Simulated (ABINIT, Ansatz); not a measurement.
# Hf (Hafnium): phonons by linear response, part 2 of 4

Aim: the phonon dispersion of Hf (Hafnium), checked by a second program.

ABINIT 10.8.3; DFT LDA, scalar-relativistic, plane waves, PseudoDojo norm-conserving pseudopotentials.

So far. Step 3 (Relaxing the cell and atoms): The volume changes by -8.0 % in this run and stands -8.0 % from the first cell. Step 4 (Self-consistent run for the response): The cell stands at -0.55 GPa: the relaxation ran with a smoothed and higher cutoff, and the difference is a stress of the finite basis. The relaxed cell has a = 3.107, c = 4.928 Å (conventional setting).

## Step 5: Zone-centre response

At q = 0 one unit cell holds all displacements. The response is solved for single atoms along the cell's directions, and symmetry skips those that follow from others. The crystal is treated as a metal, which screens a static field, so no field response is asked.

The input, dfpt_gamma.abi:

```

# common to the responses
getwfk_filepath "gso_WFK"
kptopt 2
nqpt 1
qpt 0.0 0.0 0.0
asr 0
chneut 0

# displacements
rfphon 1
rfatpol 1 2
rfdir 1 1 1
tolvrs 1.0d-10
prtwf 0
prtpot 1

# basis, mesh and filling
ecut 25.0
ngkpt 12 12 6
nshiftk 1
shiftk 0.0 0.0 0.0
istwfk *1
occopt 7
tsmear 0.01
nband 19
nstep 100
diemac 1000000.0
prtebands 0
prtgsr 0

# cell and atoms
acell 3*1.0 Angstrom
rprim 
    3.106978451 0.0 0.0
    -1.553489226 2.690722268 0.0
    0.0 0.0 4.928258217
ntypat 1
znucl 72
natom 2
typat 1 1
xred 
    1/3 2/3 0.25
    2/3 1/3 0.75
pp_dirpath "./pseudo"
pseudos "Hf.upf"
```

The run is started by

```console
$ OMP_NUM_THREADS=1 mpirun -n 4 abinit dfpt_gamma.abi > dfpt_gamma.log
```

Numbers of over 12 decimals in the logs are rounded to 6 here.

dfpt_gamma.abo, the main output file:

```text
[banners, grids, parts of the stress and lines that vanish by symmetry left out]
- input  file    -> dfpt_gamma.abi
- output file    -> dfpt_gamma.abo
- root for input  files -> dfpt_gammai
- root for output files -> dfpt_gammao

 Symmetries : space group P6_3/m m c (#194); Bravais hP (primitive hexag.)
================================================================================
 Values of the parameters that define the memory need of the present run (RF).
     intxc =       0      iscf =       7    lmnmax =       8     lnmax =       8
     mgfft =      45  mpssoang =       4    mqgrid =    3001     natom =       2
  nloc_mem =       1    nspden =       1   nspinor =       1    nsppol =       1
      nsym =      24    n1xccc =    2501    ntypat =       1    occopt =       7
   xclevel =       1
-    mband =          19        mffmem =           1         mkmem =         109
-   mkqmem =         109        mk1mem =         109           mpw =        1687
      nfft =       40500          nkpt =         436
- my_mband =          19
================================================================================
================================================================================

--------------------------------------------------------------------------------
------------- Echo of variables that govern the present computation ------------
--------------------------------------------------------------------------------
-
- outvars: echo of selected default values
-   iomode0 =  0 , fftalg0 =312 , wfoptalg0 =  0
-
- outvars: echo of global parameters not present in the input file
-  max_nthreads =    1
-
 -outvars: echo values of preprocessed input variables
 [... echo left out ...]
================================================================================

 chkinp: Checking input parameters for consistency.

[...]
== DATASET  1 ==================================================================
-   mpi_nproc: 4, omp_nthreads: 1 (-1 if OMP is not activated)

--- !DatasetInfo
iteration_state: {dtset: 1, }
dimensions: {natom: 2, nkpt: 436, mband: 19, nsppol: 1, nspinor: 1, nspden: 1, mpw: 1687, }
cutoff_energies: {ecut:  25.0, pawecutdg:  -1.0, }
electrons: {nelect:   2.40000000E+01, charge:   0.00000000E+00, occopt:   7.00000000E+00, tsmear:   1.00000000E-02, }
meta: {optdriver: 1, rfphon: 1, }
...

 mkfilename: getwfk from: gso_WFK

 Real(R)+Recip(G) space primitive vectors, cartesian coordinates (Bohr,Bohr^-1):
 R(1)=  5.8713384  0.0000000  0.0000000  G(1)=  0.1703189  0.0983337  0.0000000
 R(2)= -2.9356692  5.0847282  0.0000000  G(2)=  0.0000000  0.1966673  0.0000000
 R(3)=  0.0000000  0.0000000  9.3130583  G(3)=  0.0000000  0.0000000  0.1073761
 Unit cell volume ucvol=  2.7803353E+02 bohr^3
 Angles (23,13,12)=  9.00000000E+01  9.00000000E+01  1.20000000E+02 degrees
 setup1 : take into account q-point for computing boxcut.

 getcut: wavevector=  0.0000  0.0000  0.0000  ngfft=  30  30  45
         ecut(hartree)=     25.000   => boxcut(ratio)=   2.09906

--- Pseudopotential description ------------------------------------------------
- pspini: atom type   1  psp file is ./pseudo/Hf.upf

   1.05304316E+03                                ecore*ucvol(ha*bohr**3)
--------------------------------------------------------------------------------

 ==>  initialize data related to q vector <==

 The list of irreducible perturbations for this q vector is:
    1)    idir= 1    ipert=   1
    2)    idir= 3    ipert=   1

[...]
The perturbation idir=   2  ipert=   1 is
 symmetric of a previously calculated perturbation.
 So, its SCF calculation is not needed.

 The perturbation idir=   1  ipert=   2 is
 symmetric of a previously calculated perturbation.
 So, its SCF calculation is not needed.

 The perturbation idir=   2  ipert=   2 is
 symmetric of a previously calculated perturbation.
 So, its SCF calculation is not needed.

 The perturbation idir=   3  ipert=   2 is
 symmetric of a previously calculated perturbation.
 So, its SCF calculation is not needed.

--------------------------------------------------------------------------------
 Perturbation wavevector (in red.coord.)   0.000000  0.000000  0.000000
 Perturbation : displacement of atom   1   along direction   1
 Found     2 symmetries that leave the perturbation invariant.

[...]
dfpt_looppert : total number of electrons, from k and k+q
  fully or partially occupied states are    2.400000E+01 and    2.400000E+01.
 Initialisation of the first-order wave-functions :
  ireadwf=   0

--- !BeginCycle
iteration_state: {dtset: 1, }
solver: {iscf: 7, nstep: 100, nline: 4, wfoptalg: 0, }
tolerances: {tolvrs: 1.00E-10, }
...

     iter   2DEtotal(Ha)        deltaE(Ha) residm    vres2
-ETOT  1   1.042003     -1.179E+03 1.853E+00 1.054E+02
 ETOT  2  0.536195     -5.058E-01 3.895E+00 3.460E+00
 ETOT  3  0.532744     -3.451E-03 1.156E-01 1.297E-01
 ETOT  4  0.532670     -7.395E-05 1.959E+00 9.606E-03
 ETOT  5  0.532671      1.429E-06 6.541E-02 1.614E-02
[...]
At SCF step    9       vres2   =  9.22E-12 < tolvrs=  1.00E-10 =>converged.
[...]
Mean square residual over all n,k,spin=   26.706E-06; max=  49.705E-03

 Thirteen components of 2nd-order total energy (hartree) are
 1,2,3: 0th-order hamiltonian combined with 1st-order wavefunctions
     kin0=   8.11770206E+02 eigvalue=   1.17194828E+02  local=  -5.27918029E+02
 4,5,6: 1st-order hamiltonian combined with 1st and 0th-order wfs
 loc psp =  -1.59247178E+03  Hartree=   3.61676592E+02     xc=  -7.13786282E+01
 note that "loc psp" includes a xc core correction that could be resolved
 7,8,9: eventually, occupation + non-local contributions
    edocc=   1.90469854E+02     enl0=   2.97744024E+02   enl1=  -7.66645914E+02
 1-9 gives the relaxation energy (to be shifted if some occ is /=2.0)
   erelax=  -1.17955885E+03
 10,11,12 Non-relaxation  contributions : frozen-wavefunctions and Ewald
 fr.local=   7.46518197E+02 fr.nonlo=   3.82975184E+02  Ewald=   1.17291197E+01
 13,14 Frozen wf xc core corrections (1) and (2)
 frxc 1  =  -1.52037009E+02  frxc 2 =   1.90906024E+02
 Resulting in :
 2DEtotal=    0.5326673948E+00 Ha. Also 2DEtotal=    0.144946182208E+02 eV
    (2DErelax=   -1.1795588473E+03 Ha. 2DEnonrelax=    1.1800915147E+03 Ha)
    (  non-var. 2DEtotal :    5.3266728474E-01 Ha)

[...]
Perturbation wavevector (in red.coord.)   0.000000  0.000000  0.000000
 Perturbation : displacement of atom   1   along direction   3
 Found     6 symmetries that leave the perturbation invariant.

--------------------------------------------------------------------------------

--------------------------------------------------------------------------------

 dfpt_looppert : total number of electrons, from k and k+q
  fully or partially occupied states are    2.400000E+01 and    2.400000E+01.
 Initialisation of the first-order wave-functions :
  ireadwf=   0

--- !BeginCycle
iteration_state: {dtset: 1, }
solver: {iscf: 7, nstep: 100, nline: 4, wfoptalg: 0, }
tolerances: {tolvrs: 1.00E-10, }
...

     iter   2DEtotal(Ha)        deltaE(Ha) residm    vres2
-ETOT  1   16.199254783326     -3.401E+03 4.899E+00 5.327E+04
[...]
ETOT  9   3.826483      2.774E-11 1.194E-01 4.211E-10
 ETOT 10   3.826483     -9.231E-11 1.713E+00 4.493E-12

 At SCF step   10       vres2   =  4.49E-12 < tolvrs=  1.00E-10 =>converged.
[...]
Mean square residual over all n,k,spin=   14.064E-04; max=  17.126E-01

 Thirteen components of 2nd-order total energy (hartree) are
 1,2,3: 0th-order hamiltonian combined with 1st-order wavefunctions
     kin0=   2.11607440E+03 eigvalue=   2.92211486E+02  local=  -1.37615999E+03
 4,5,6: 1st-order hamiltonian combined with 1st and 0th-order wfs
 loc psp =  -4.93241826E+03  Hartree=   1.35940266E+03     xc=  -1.89073402E+02
 note that "loc psp" includes a xc core correction that could be resolved
 7,8,9: eventually, occupation + non-local contributions
    edocc=   4.59854324E+02     enl0=   7.51543944E+02   enl1=  -1.89528859E+03
 1-9 gives the relaxation energy (to be shifted if some occ is /=2.0)
   erelax=  -3.41385342E+03
 10,11,12 Non-relaxation  contributions : frozen-wavefunctions and Ewald
 fr.local=   1.86280434E+03 fr.nonlo=   9.51146517E+02  Ewald=   5.05473747E+02
 13,14 Frozen wf xc core corrections (1) and (2)
 frxc 1  =  -3.82793762E+02  frxc 2 =   4.81049068E+02
 Resulting in :
 2DEtotal=    0.3826482751E+01 Ha. Also 2DEtotal=    0.104123900109E+03 eV
    (2DErelax=   -3.4138534234E+03 Ha. 2DEnonrelax=    3.4176799062E+03 Ha)
    (  non-var. 2DEtotal :    3.8264835869E+00 Ha)

[...]
---- first-order wavefunction calculations are completed ----

 ==> Compute Derivative Database <==

 [... matrices left out ...]
  Phonon wavevector (reduced coordinates) :  0.00000  0.00000  0.00000
 Phonon energies in Hartree :
  -1.338161E-05  1.282638E-05  1.282638E-05  3.076497E-04  3.076497E-04
   5.209295E-04
 Phonon frequencies in cm-1    :
- -2.936924E+00  2.815066E+00  2.815066E+00  6.752130E+01  6.752130E+01
-  1.143308E+02

== END DATASET(S) ==============================================================
================================================================================

 -outvars: echo values of variables after computation
            acell      1.8897261259E+00  1.8897261259E+00  1.8897261259E+00 Bohr
           etotal      3.8264827513E+00
            fcart      0.0000000000E+00  0.0000000000E+00  0.0000000000E+00
           strten      0.0000000000E+00  0.0000000000E+00  0.0000000000E+00
================================================================================
```

It took 1.7 min on 4 MPI ranks of Arm Neoverse V2, shared host; 6.8 min of CPU time.

This step gave:

* largest acoustic frequency at the zone centre before the sum rule: -2.94 cm⁻¹
* highest optical zone-centre mode (no LO-TO term): 114.3 cm⁻¹
* lowest optical zone-centre mode: 67.52 cm⁻¹

The acoustic modes at Γ come out as far as 2.9 cm⁻¹ from zero, where they should vanish, a small numerical error.

## Step 6: Linear response on the mesh

Linear response treats each wavevector of the 3×3×2 mesh in the unit cell; the first-order potentials are kept for the electron-phonon matrix elements.

The input, dfpt_q.abi:

```
ndtset 5

# wavevectors
qpt1 0.3333333333 0.0 0.0
qpt2 0.3333333333 0.3333333333 0.0
qpt3 0.0 0.0 0.5
qpt4 0.3333333333 0.0 0.5
qpt5 0.3333333333 0.3333333333 0.5

# displacements
getwfk_filepath "gso_WFK"
getwfq_filepath "gso_WFK"
kptopt 3
nqpt 1
rfphon 1
rfatpol 1 2
rfdir 1 1 1
tolvrs 1.0d-10
prtwf 0
prtpot 1

# basis, mesh and filling
ecut 25.0
ngkpt 12 12 6
nshiftk 1
shiftk 0.0 0.0 0.0
istwfk *1
occopt 7
tsmear 0.01
nband 19
nstep 100
diemac 1000000.0
prtebands 0
prtgsr 0

# cell and atoms
acell 3*1.0 Angstrom
rprim 
    3.106978451 0.0 0.0
    -1.553489226 2.690722268 0.0
    0.0 0.0 4.928258217
ntypat 1
znucl 72
natom 2
typat 1 1
xred 
    1/3 2/3 0.25
    2/3 1/3 0.75
pp_dirpath "./pseudo"
pseudos "Hf.upf"
```

The run is started by

```console
$ OMP_NUM_THREADS=1 mpirun -n 4 abinit dfpt_q.abi > dfpt_q.log
```

dfpt_q.abo, the main output file:

```text
[banners, grids, parts of the stress and lines that vanish by symmetry left out]
- input  file    -> dfpt_q.abi
- output file    -> dfpt_q.abo
- root for input  files -> dfpt_qi
[...]
DATASET    1 : space group P6_3/m m c (#194); Bravais hP (primitive hexag.)
[...]
nfft =       40500          nkpt =         864
[...]
DATASET    2 : space group P6_3/m m c (#194); Bravais hP (primitive hexag.)
[...]
nfft =       40500          nkpt =         864
[...]
DATASET    3 : space group P6_3/m m c (#194); Bravais hP (primitive hexag.)
[...]
nfft =       40500          nkpt =         864
[...]
DATASET    4 : space group P6_3/m m c (#194); Bravais hP (primitive hexag.)
[...]
nfft =       40500          nkpt =         864
[...]
DATASET    5 : space group P6_3/m m c (#194); Bravais hP (primitive hexag.)
[...]
nfft =       40500          nkpt =         864
[...]
== DATASET  1 ==================================================================
[...]
cutoff_energies: {ecut:  25.0, pawecutdg:  -1.0, }
[...]
Perturbation : displacement of atom   1   along direction   1
[...]
-ETOT  1   17.829165025773     -1.375E+03 1.976E+00 1.502E+05
 ETOT  2   32.007936566792      1.418E+01 1.569E+01 3.038E+05
 ETOT  3   3.308607     -2.870E+01 1.380E+00 2.057E+03
 ETOT  4   3.097149     -2.115E-01 2.695E+01 7.212E+01
 ETOT  5   3.074632     -2.252E-02 9.530E-01 1.859E+00
[...]
At SCF step   13       vres2   =  2.66E-11 < tolvrs=  1.00E-10 =>converged.
[...]
Perturbation : displacement of atom   1   along direction   2
[...]
-ETOT  1   2.304444     -1.204E+03 1.908E+00 8.248E+01
[...]
At SCF step   10       vres2   =  1.14E-11 < tolvrs=  1.00E-10 =>converged.
[...]
Perturbation : displacement of atom   1   along direction   3
[...]
-ETOT  1   11.521040308090     -3.212E+03 5.295E+00 1.655E+04
[...]
At SCF step   13       vres2   =  2.12E-11 < tolvrs=  1.00E-10 =>converged.
[...]
Phonon wavevector (reduced coordinates) :  0.33333  0.00000  0.00000
 Phonon energies in Hartree :
[...]
Phonon frequencies in cm-1    :
-  5.146507E+01  5.992914E+01  1.133111E+02  1.133207E+02  1.236404E+02
-  1.311601E+02
[...]
== DATASET  2 ==================================================================
[...]
cutoff_energies: {ecut:  25.0, pawecutdg:  -1.0, }
[...]
Perturbation : displacement of atom   1   along direction   1
[...]
-ETOT  1   9.888511     -1.337E+03 2.147E+00 2.248E+04
[...]
At SCF step   11       vres2   =  9.98E-11 < tolvrs=  1.00E-10 =>converged.
[...]
Perturbation : displacement of atom   1   along direction   3
[...]
-ETOT  1   8.465103     -3.135E+03 5.376E+00 2.988E+03
[...]
Phonon wavevector (reduced coordinates) :  0.33333  0.33333  0.00000
 Phonon energies in Hartree :
[...]
Phonon frequencies in cm-1    :
-  1.001725E+02  1.001725E+02  1.105655E+02  1.105655E+02  1.129091E+02
-  1.589868E+02
[...]
== DATASET  3 ==================================================================
[...]
cutoff_energies: {ecut:  25.0, pawecutdg:  -1.0, }
[...]
Perturbation : displacement of atom   1   along direction   1
[...]
-ETOT  1   1.035147     -1.179E+03 1.895E+00 8.931E+01
[...]
Perturbation : displacement of atom   1   along direction   3
[...]
-ETOT  1   162.43165997745     -3.821E+03 4.919E+00 2.511E+06
[...]
Phonon wavevector (reduced coordinates) :  0.00000  0.00000  0.50000
 Phonon energies in Hartree :
[...]
Phonon frequencies in cm-1    :
-  4.797435E+01  4.797435E+01  4.797435E+01  4.797435E+01  1.088962E+02
-  1.088962E+02
[...]
== DATASET  4 ==================================================================
[...]
cutoff_energies: {ecut:  25.0, pawecutdg:  -1.0, }
[...]
Perturbation : displacement of atom   1   along direction   1
[...]
-ETOT  1   12.442398598660     -1.351E+03 2.049E+00 6.337E+04
[...]
Perturbation : displacement of atom   1   along direction   2
[...]
-ETOT  1   2.284638     -1.204E+03 1.910E+00 6.850E+01
[...]
Perturbation : displacement of atom   1   along direction   3
[...]
-ETOT  1   31.591299632617     -3.291E+03 5.152E+00 1.428E+05
[...]
Phonon wavevector (reduced coordinates) :  0.33333  0.00000  0.50000
 Phonon energies in Hartree :
[...]
Phonon frequencies in cm-1    :
-  8.753987E+01  8.753987E+01  9.078594E+01  9.078605E+01  1.402866E+02
-  1.402867E+02
[...]
== DATASET  5 ==================================================================
[...]
cutoff_energies: {ecut:  25.0, pawecutdg:  -1.0, }
[...]
Perturbation : displacement of atom   1   along direction   1
[...]
-ETOT  1   6.187883     -1.335E+03 2.147E+00 9.170E+03
[...]
At SCF step   12       vres2   =  5.95E-14 < tolvrs=  1.00E-10 =>converged.
[...]
Perturbation : displacement of atom   1   along direction   3
[...]
-ETOT  1   12.478137149246     -3.160E+03 5.523E+00 7.769E+03
[...]
ETOT 10   9.050438      2.410E-11 2.708E+01 3.511E-09
 ETOT 11   9.050438     -1.683E-11 4.629E+01 2.689E-12
 At SCF step   11       vres2   =  2.69E-12 < tolvrs=  1.00E-10 =>converged.
[...]
Phonon wavevector (reduced coordinates) :  0.33333  0.33333  0.50000
 Phonon energies in Hartree :
[...]
Phonon frequencies in cm-1    :
-  5.364159E+01  5.364159E+01  1.369246E+02  1.369246E+02  1.457882E+02
-  1.457882E+02
[...]
strten3     0.0000000000E+00  0.0000000000E+00  0.0000000000E+00
           
================================================================================
```

Run time: 41 min. Hardware: 4 MPI ranks.

Numbers from this step:

```yaml
lowest_mode_on_the_q_mesh_acoustic_ones_at_the_zone_centre_apart: 47.97 cm⁻¹
```

Frequencies (cm⁻¹) before the sum rule at the irreducible wavevectors but Γ, which is solved apart; negative means imaginary. Frequencies by wavevector:

```csv
q (fractions),star,mode 1,mode 2,mode 3,mode 4,mode 5,mode 6
0.3333 0 0,6,51.47,59.93,113.3,113.3,123.6,131.2
0.3333 0.3333 0,2,100.2,100.2,110.6,110.6,112.9,159
0 0 0.5,1,47.97,47.97,47.97,47.97,108.9,108.9
0.3333 0 0.5,6,87.54,87.54,90.79,90.79,140.3,140.3
0.3333 0.3333 0.5,2,53.64,53.64,136.9,136.9,145.8,145.8
```

(Part 2 of 4 ends here.)

[Host names and launcher messages were left out of these logs when they were recorded.]

[Logs are printed without paths, hosts, clocks, repeated set-up lines and the standing remarks that a program may print on its own settings, such as how far it seeks lower states.]

[Hosts, paths, dates, database ids (printed as entryN), source tags and the programs' standing remarks are cut or masked in the printed files.]
